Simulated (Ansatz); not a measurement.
# Relaxing glassy Ba4.2Hf30.6O65.3 (216 atoms), part 2 of 2

Aim: bring glassy Ba4.2Hf30.6O65.3 (216 atoms) to a nearby minimum of the energy and see what moves.

Ansatz 0.2.0; Kohn-Sham DFT, RPBE, PAW (set soft_2), plane waves.

The cell: 9 Ba, 66 Hf and 141 O. The quench rate of 20 K/ps is orders of magnitude faster than experiment. The network of bonds at the start is that of the classical potential that made the cell. Sampling is at Γ alone, for a cell whose shortest periodic width is 15 Å. Spin–orbit coupling is left out.

So far, density (g/cm³): step 4 (local order after relaxation) 8.27.

## Step 5: Single point at the relaxed geometry (continued)

States in the cell by windows of 1 eV, zero at the Fermi level; the larger projections on atomic orbitals stand beside the total:

| from (eV) | to (eV) | total | O p | Hf d |
| --- | --- | --- | --- | --- |
| -10 | -8 | 0.0 | 0.0 | 0.0 |
| -8 | -7 | 2.1 | 1.5 | 0.4 |
| -7 | -6 | 103.0 | 72.2 | 22.3 |
| -6 | -5 | 194.1 | 142.3 | 41.9 |
| -5 | -4 | 187.7 | 151.6 | 26.3 |
| -4 | -3 | 218.4 | 193.8 | 15.9 |
| -3 | -2 | 139.3 | 129.7 | 5.7 |
| -2 | -1 | 1.3 | 1.2 | 0.0 |
| -1 | 1 | 0.0 | 0.0 | 0.0 |
| 1 | 2 | 5.1 | 0.5 | 3.7 |
| 2 | 3 | 115.5 | 12.2 | 89.7 |
| 3 | 4 | 173.7 | 22.5 | 127.1 |
| 4 | 5 | 149.8 | 21.8 | 89.8 |

Between -26 and -10 eV lie 1260 more states.

The stored curve holds about 2106 of the 2652 electrons; the rest, give or take the few that broadening carries across the Fermi level, lie in deeper levels below its range.

The levels nearest the highest filled one (over half full), pooled over k-points and spins:

| level less the highest filled one (eV) | occupation |
| --- | --- |
| -0.240 | 2 |
| -0.213 | 2 |
| -0.159 | 2 |
| -0.110 | 2 |
| -0.0487 | 2 |
| 0 | 2 |
| 3.99 | 0 |
| 4.00 | 0 |
| 4.06 | 0 |
| 4.11 | 0 |
| 4.15 | 0 |
| 4.17 | 0 |

Valence density in the ac plane at fractional y = 0.090, with atoms of Ba and Hf and O within 0.2 Å of it. It is the smooth field of the valence electrons, not physical close to the nuclei.

Values in e/Å³, 13 rows by 16 columns, each cell a mean:
```
 2 16  3  0  0  0  0  1  0  0  0  0  0  0  0  0
 0  1  1  0  0  4  1  4  1  0  0  1  1  0  0  0
 2  2  3  1  1  1  0  0  1  1  0  1  0  0  0  3
 8  0  0  0  2  1  0  0  0  3  1  0  0  0  0 10
 1  4  1  0  1  1  1  0  1 15  4  0  0  0  0  0
 0  1  0  0  0  5 10  0  0  1  1  0  1  1  0  0
 0  1  1  0  0  0  1  0  0  0  1  0  1  1  0  0
 0  2  1  0  0  0  0  0  0  1  0  0  0  0  0  0
 1  0  0  0  0  0  0  0  1  1  0  0  1  2  0  0
 3  0  0  1  1  0  0  0  0  0  0  1  1  1  0  1
 1  0  1  1  1  1  3  0  0  0  0  3  1  0  0  0
 1  1  4  1  0  1  2  0  0  0  0  0  0  0  0  0
 0  1  1  0  0  0  0  0  0  0  0  0  0  0  0  0
```
Columns run along a (14.5 Å), rows up along c (14.5 Å). Atoms in or near the plane, at fractional coordinates: Ba at (0.56, 0.34), Hf at (0.59, 0.66), Hf at (0.99, 0.73), Hf at (0.09, 0.95), O at (0.38, 0.15), O at (0.34, 0.87), O at (0.09, 0.62), O at (0.15, 0.11), O at (0.01, 0.28), O at (0.72, 0.21), O at (0.12, 0.80).

Electrostatic potential energy in the ac plane at fractional y = 0.090, with atoms of Ba and Hf and O within 0.2 Å of it. With pseudopotentials it is smooth inside the atoms' cores, unlike the true potential.

Ten even steps from '0' (-29 eV) to '9' (17 eV), each cell a mean:
```
850000379999999998877789999988888999999999
861000479999987787522368999874334689999999
887556789999820157411258898741000378999998
899975688878841278655677899841001378999998
468820058655789999998951389886556789999764
015864588666789999999986788998889999998400
005899998875369999999986445789999999997400
357778999983148999999861000378999999998753
896001899998886545788861000378998888899988
998435888999862000478986545789875434689999
999999888899862000478999974489862101478999
999999999999986545789999974479863112578999
999523799999999988999999999999987667889999
988412799999999988999987778999999989999999
888888999999999999998632125899999888899999
888999999999999999998410002689998655689999
004999999756999999998621124799987422478994
226999998756889999999876678998777655689996
778899998644578999999999999994005988899998
445789988644577313899999999996337999999976
435785115888897201799999999999999999999986
677894115999999988999999999999999999999987
788888789999999999999999999999999999999997
875334789999999999999999999999999999999999
```
Columns run along a (14.5 Å; values clipped at the 3rd and 97th percentile), rows up along c (14.5 Å). Atoms in or near the plane, at fractional coordinates: Ba at (0.56, 0.34), Hf at (0.59, 0.66), Hf at (0.99, 0.73), Hf at (0.09, 0.95), O at (0.38, 0.15), O at (0.34, 0.87), O at (0.09, 0.62), O at (0.15, 0.11), O at (0.01, 0.28), O at (0.72, 0.21), O at (0.12, 0.80).

Mean Löwdin charges: Ba +1.81, Hf +1.45, O -0.73 e (they miss 0.34 % of the electrons, so they add up to more than the cell's charge). The largest share in the top eV of filled states is O p (94 % of the projected weight), and in the lowest eV of empty states Hf d (82 % of the projected weight).

The surroundings of Ba7, one of the 9 Ba atoms, nearest first, numbered as they follow in the input and with coordinates relative to it.

| atom | x | y | z | distance (Å) | bonds | Löwdin charge (e) |
| --- | --- | --- | --- | --- | --- | --- |
| Ba7 | 0.00 | 0.00 | 0.00 | 0.00 | 9 | 1.81 |
| O156 | -1.78 | -0.20 | 1.93 | 2.63 | 4 | -0.86 |
| O153 | 1.21 | 2.43 | -0.24 | 2.72 | 4 | -0.77 |
| O106 | -1.47 | -1.34 | -1.88 | 2.74 | 3 | -0.77 |
| O207 | 0.51 | 1.45 | 2.28 | 2.75 | 3 | -0.73 |
| O122 | 0.89 | -1.35 | 2.26 | 2.78 | 4 | -0.77 |
| O165 | -0.51 | 1.55 | -2.36 | 2.87 | 4 | -0.77 |
| O180 | 1.81 | 0.09 | -2.23 | 2.88 | 4 | -0.72 |
| O210 | 2.84 | 0.20 | 0.54 | 2.90 | 4 | -0.74 |
| O202 | 0.74 | -2.68 | -1.10 | 2.99 | 4 | -0.74 |
| Hf46 | 2.30 | 2.01 | 1.58 | 3.44 | 6 | 1.40 |
| O198 | -1.76 | -2.84 | 1.06 | 3.51 | 4 | -0.77 |
| O118 | -2.97 | 1.56 | -1.12 | 3.53 | 4 | -0.78 |
| Hf13 | -1.35 | -3.17 | -0.95 | 3.57 | 6 | 1.44 |
| Hf51 | -0.38 | 0.15 | 3.61 | 3.63 | 7 | 1.45 |
| Hf54 | -2.07 | 0.25 | -3.04 | 3.69 | 6 | 1.43 |
| Hf72 | 1.54 | 2.34 | -2.48 | 3.74 | 7 | 1.46 |
| Hf12 | 1.74 | -1.88 | -2.78 | 3.78 | 6 | 1.42 |

The column of bonds counts only the pairs O-Hf within 2.82 Å, O-Ba within 3.29 Å; other neighbours, such as metal atoms beside each other in a compound, aren't counted, and periodic images can show an atom twice.

## Step 6: Summary of results

* energy change in the relaxation: -61.7 meV/atom
* r.m.s. displacement: 0.357 Å
* largest displacement: 1.185 Å
* free energy per atom: -5429.0559 eV/atom
* pressure: 0.02833 GPa
* r.m.s. force component: 0.00587 eV/Å
* gap (highest filled to lowest empty level): 3.993 eV
* wall time of the 3 DFT runs: 60 min

**Reading.** Relaxation lowers the energy by 61.7 meV/atom and moves atoms by 0.36 Å r.m.s.; the r.m.s. force component goes from 0.68 to 0.0059 eV/Å, the pressure goes from -1.6 to 0.028 GPa, and the gap from 2.90 to 3.99 eV. From the first step to the last the energy fell by 13.328 eV, and the largest move was 1.19 Å (Hf15). The O-Hf bonds go from 2.157 Å (spread 0.122) to 2.142 Å (spread 0.114), and their number from 404 to 397. Filled and empty levels are parted by 3.99 eV (at Γ alone); a semilocal functional tends to put such gaps too low. In a disordered cell it changes from sample to sample, and tail or defect levels can set it.

Caveats: The starting topology of bonds comes from the classical model; in DFT atoms moved by 0.36 Å r.m.s.

Calculation beside experiment:

| quantity | measured | this cell | difference | method of the measurement |
| --- | --- | --- | --- | --- |
| nearest Hf–O distance | 2.08 Å | 2.12 Å | +1.9 % | EXAFS fit |

The cell differs from the measured distances by up to 1.9 %. Distances of this cell are positions of the first main peak of g(r), or bond means where the peak is narrow; means over all bonds within a cutoff lie farther out for broad shells. The network comes from the model that made the cell; in DFT atoms moved by 0.36 Å r.m.s.

[Logs are printed without paths, hosts, clocks, repeated set-up lines and the standing remarks that a program may print on its own settings, such as how far it seeks lower states.]

[Hosts, paths, dates, database ids (printed as entryN), source tags and the programs' standing remarks are cut or masked in the printed files.]
